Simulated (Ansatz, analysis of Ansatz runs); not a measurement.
# AlBO3 (R-3c), V_O hop (2.7 Å): attempt frequency at charge 0, part 2 of 2

Aim: the prefactor of a hop in AlBO3 (R-3c) (V_O hop (2.7 Å), charge 0) from the modes of the moving atom at the start and at the top of a path found beforehand. Model: a cell of 80 host atoms with 1 O taken out.

Ansatz 0.2.0; plane-wave PAW DFT, PBEsol; finite-difference force constants of the moving atom alone.

So far. Step 2 (Vibrations of the moving atom at the start point): The three modes are 410, 536 and 830 cm⁻¹: all real, a minimum for this atom with the others held.

**3. Vibrations of the moving atom at the top of the path**

The same at the top, where the mode along the path should be imaginary.

Contents of q0.top.modes/input.yaml:

```yaml
crystal:
  lattice:
    - [4.47530425, 2.58381811, 9.15826506]
    - [-4.47530425, 2.58381811, 9.15826506]
    - [0.0, -5.16763623, 9.15826506]
  atoms:
    - { symbol: Al, position: [-0.00130015, -0.00274482, 0.00232497] }
    - { symbol: Al, position: [0.24892069, 0.25287818, 0.24984925] }
[... 1 atom line left out ...]
    - { symbol: B, position: [0.40482403, 0.37414256, 0.38866285] }
[... 11 atom lines left out ...]
    - { symbol: O, position: [0.53651505, 0.37260488, 0.42813001] }
    - { symbol: O, position: [0.23193213, 0.37351196, 0.53442498] }
[... 10 atom lines left out ...]
    - { symbol: O, position: [0.38285253, 0.52829474, 0.22539402] }
[... 1 atom line left out ...]
    - { symbol: O, position: [0.2727013, 0.64107318, 0.4714513] }
[... 11 atom lines left out ...]
    - { symbol: Al, position: [0.74370491, 0.24224412, 0.25855591] }
[... 5 atom lines left out ...]
    - { symbol: O, position: [0.53469073, 0.20671881, 0.36596627] }
    - { symbol: O, position: [0.79010424, 0.11079543, 0.47296624] }
[... 2 atom lines left out ...]
    - { symbol: B, position: [0.63065944, 0.1184911, 0.61591547] }
[... 3 atom lines left out ...]
    - { symbol: O, position: [0.71716508, 0.37786154, 0.5280129] }
[... 5 atom lines left out ...]
    - { symbol: B, position: [0.62273359, 0.62878572, 0.12466036] }
[... 7 atom lines left out ...]
    - { symbol: Al, position: [0.49718084, 0.52302704, 0.49081996] }
[... 8 atom lines left out ...]
    - { symbol: O, position: [0.77612389, 0.62804102, 0.9711664] }
  symmetry: { detect: false }
basis:
  ecutwfc: 420
  xc_grid: 2
hamiltonian:
  xc: pbesol
kpoints:
  mp_grid: { grid: [1, 1, 1], shift: [0.25, 0.25, 0.25] }
scf:
  occupations: { method: fixed }
  max_iter: 150
phonons:
  supercell: [1, 1, 1]
  displaced_sites: [15]
  amplitude: 0.02
```

The run is started by

```bash
$ ansatz run input.yaml --threads 4 --pin off --max-ram 14131MiB --backend cpu --events-out ev --progress --plain --runs-dir out
```

Numbers of over 12 decimals in the logs are rounded to 6 here.

Output:

```text
[...]
Crystal: 79 atoms, lattice volume = 635.403 Å³
Basis set: ecut = 420 eV, 12439 PW (Γ), exchange–correlation on 144×144×144 points (8 copies of the dense FFT grid, shifted against one another)
Bands: 268, of which v1, the nominal top of the filled ones, is band 189 counted from 1 (188 counted from 0)
Symmetry: 1 space group operations
k-points: 1
[...]
SCF iter   1: F=—  HF=-37286.252677 eV  |F-HF|=—  |Δ(HF+E_count)|=         —  Δρ=1.63e-2  dr2=1.76e0  ethr=1.77e-3  ⟨swp⟩=5.0  Hψ=945  notcnv=0  defer=76
[...]
SCF iter  12: F=-37285.707736 eV  HF=-37285.707736 eV  |F-HF|=7.28e-11  |Δ(HF+E_count)|=  9.02e-10  Δρ=2.02e-7  dr2=2.21e-10  ethr=1.00e-12  ⟨swp⟩=20.0  Hψ=2224  notcnv=0
SCF 1 converged in 12 iterations: F = -37285.707736 eV  dr2 = 2.21e-10
[...]
SCF iter  10: F=-37285.704025 eV  HF=-37285.704025 eV  |F-HF|=1.46e-11  |Δ(HF+E_count)|=  3.64e-11  Δρ=4.77e-8  dr2=8.33e-12  ethr=1.00e-12  ⟨swp⟩=4.0  Hψ=779  notcnv=0
SCF 2 converged in 10 iterations: F = -37285.704025 eV  dr2 = 8.33e-12
[...]
SCF iter   7: F=-37285.703868 eV  HF=-37285.703868 eV  |F-HF|=1.46e-11  |Δ(HF+E_count)|=  9.46e-11  Δρ=7.98e-8  dr2=3.69e-11  ethr=1.00e-12  ⟨swp⟩=3.0  Hψ=784  notcnv=0
SCF 3 converged in 7 iterations: F = -37285.703868 eV  dr2 = 3.69e-11
[...]
SCF iter  10: F=-37285.708439 eV  HF=-37285.708439 eV  |F-HF|=3.64e-11  |Δ(HF+E_count)|=  7.28e-12  Δρ=9.74e-8  dr2=4.40e-11  ethr=1.00e-12  ⟨swp⟩=4.0  Hψ=770  notcnv=0
SCF 4 converged in 10 iterations: F = -37285.708439 eV  dr2 = 4.40e-11
[...]
SCF iter   8: F=-37285.708440 eV  HF=-37285.708440 eV  |F-HF|=0.00e0  |Δ(HF+E_count)|=  7.28e-12  Δρ=2.67e-8  dr2=5.48e-12  ethr=1.00e-12  ⟨swp⟩=4.0  Hψ=644  notcnv=0
SCF 5 converged in 8 iterations: F = -37285.708440 eV  dr2 = 5.48e-12
[...]
SCF iter  10: F=-37285.703122 eV  HF=-37285.703122 eV  |F-HF|=7.28e-12  |Δ(HF+E_count)|=  2.18e-11  Δρ=7.97e-8  dr2=3.08e-11  ethr=1.00e-12  ⟨swp⟩=4.0  Hψ=651  notcnv=0
SCF 6 converged in 10 iterations: F = -37285.703122 eV  dr2 = 3.08e-11
[...]
SCF iter   7: F=-37285.702659 eV  HF=-37285.702659 eV  |F-HF|=2.91e-11  |Δ(HF+E_count)|=  6.55e-11  Δρ=1.01e-7  dr2=4.76e-11  ethr=1.00e-12  ⟨swp⟩=4.0  Hψ=781  notcnv=0
SCF 7 converged in 7 iterations: F = -37285.702659 eV  dr2 = 4.76e-11
SCF converged after 12 iterations
Free energy (F): -37285.707736 eV
[...]
Internal energy: -37285.707736 eV  (E = F + TS)
E sigma→0 (E₀):  -37285.707736 eV
Fermi energy:    9.902579 eV
[...]
--- Forces (eV/Å), atoms counted from 1 ---
  atom   1  Al    -0.00050897     0.00193838     0.00022199
  atom   2  Al    -0.00191399     0.00056120     0.00036478
  [... 1 atom left out ...]
  atom   4  B     -0.00719030    -0.00170268    -0.02669801
  [... 11 atoms left out ...]
  atom  16  O      0.00479600     0.00062480     0.01187254
  [... 13 atoms left out ...]
  atom  30  O     -0.00224858    -0.00146732    -0.00002209
  [... 11 atoms left out ...]
  atom  42  Al     0.00342611    -0.00379260    -0.00129818
  [... 5 atoms left out ...]
  atom  48  O      0.00012546     0.00238301     0.00334934
  atom  49  O     -0.00560472     0.00281234    -0.00244097
  [... 2 atoms left out ...]
  atom  52  B      0.01145317    -0.00556203     0.00330086
  [... 3 atoms left out ...]
  atom  56  O      0.00119252    -0.00079379     0.00384554
  [... 5 atoms left out ...]
  atom  62  B     -0.00158999     0.00459304     0.00343266
  [... 7 atoms left out ...]
  atom  70  Al     0.00324239     0.00886855    -0.00555183
  [... 9 atoms left out ...]
  max |Σ_I F_I| component: 3.60e-6 eV/Å
--- Band table (eV) ---
[...]
transpose residual: 3.1e-3 eV/Å²
[...]
frequencies among the named sites at Γ of the cell (cm⁻¹): -261.09 498.45 702.81
  unstable modes among the named sites: 1
  frequencies as built, with no sum rule (cm⁻¹): -261.09 498.45 702.81
  zero-point energy: 0.074469 eV/cell   skipped modes (ω ≤ 0): 1, of them read as no rigid motion or as one in doubt: 1 (1.000e0 modes/cell left out, lowest -261.09 cm⁻¹)
[...]
```

The job ended after 53 s (4 threads of Arm Neoverse V2, shared host; peak memory 1.3 GiB).

Read from the output:

| Quantity | Value |
| --- | --- |
| free energy | -37285.7077 eV |
| frequencies of moving atom | -261.1, 498.5, 702.8 cm⁻¹ (negative: imaginary) |

The three modes are 261i, 498 and 703 cm⁻¹: one imaginary, a saddle of first order for this atom with the others held.

**4. Attempt frequency and hop rate**

Analysis of the runs above: harmonic transition-state theory from the moving atom's modes alone (Vineyard), PBEsol.

It gives:

```
attempt frequency : 15.61 THz
```

The hop rate by temperature:

| temperature (K) | hop rate (1/s) |
| --- | --- |
| 200 | 1.4e-107 |
| 300 | 1.4e-67 |
| 400 | 1.5e-47 |
| 600 | 1.5e-27 |
| 800 | 1.5e-17 |
| 1000 | 1.5e-11 |

**5. What came out**

* attempt frequency (attempt frequency and hop rate): 15.6 THz

What this shows: The attempt frequency, the product of the three frequencies at the start over that of the two real ones at the top (Vineyard), is 15.6 THz. With the barrier of 4.76 eV it gives 1.5e-27 hops a second at 600 K along this one path; equivalent neighbouring sites multiply that. The host's atoms were held, though they move along the path too, so the prefactor is rough. Keep in mind: one k-point off the zone centre stands for the whole zone; periodic copies of the defect are only 9.0 Å apart.

[Logs are printed without paths, hosts, clocks, repeated set-up lines and the standing remarks that a program may print on its own settings, such as how far it seeks lower states.]

[Hosts, paths, dates, database ids (printed as entryN), source tags and the programs' standing remarks are cut or masked in the printed files.]
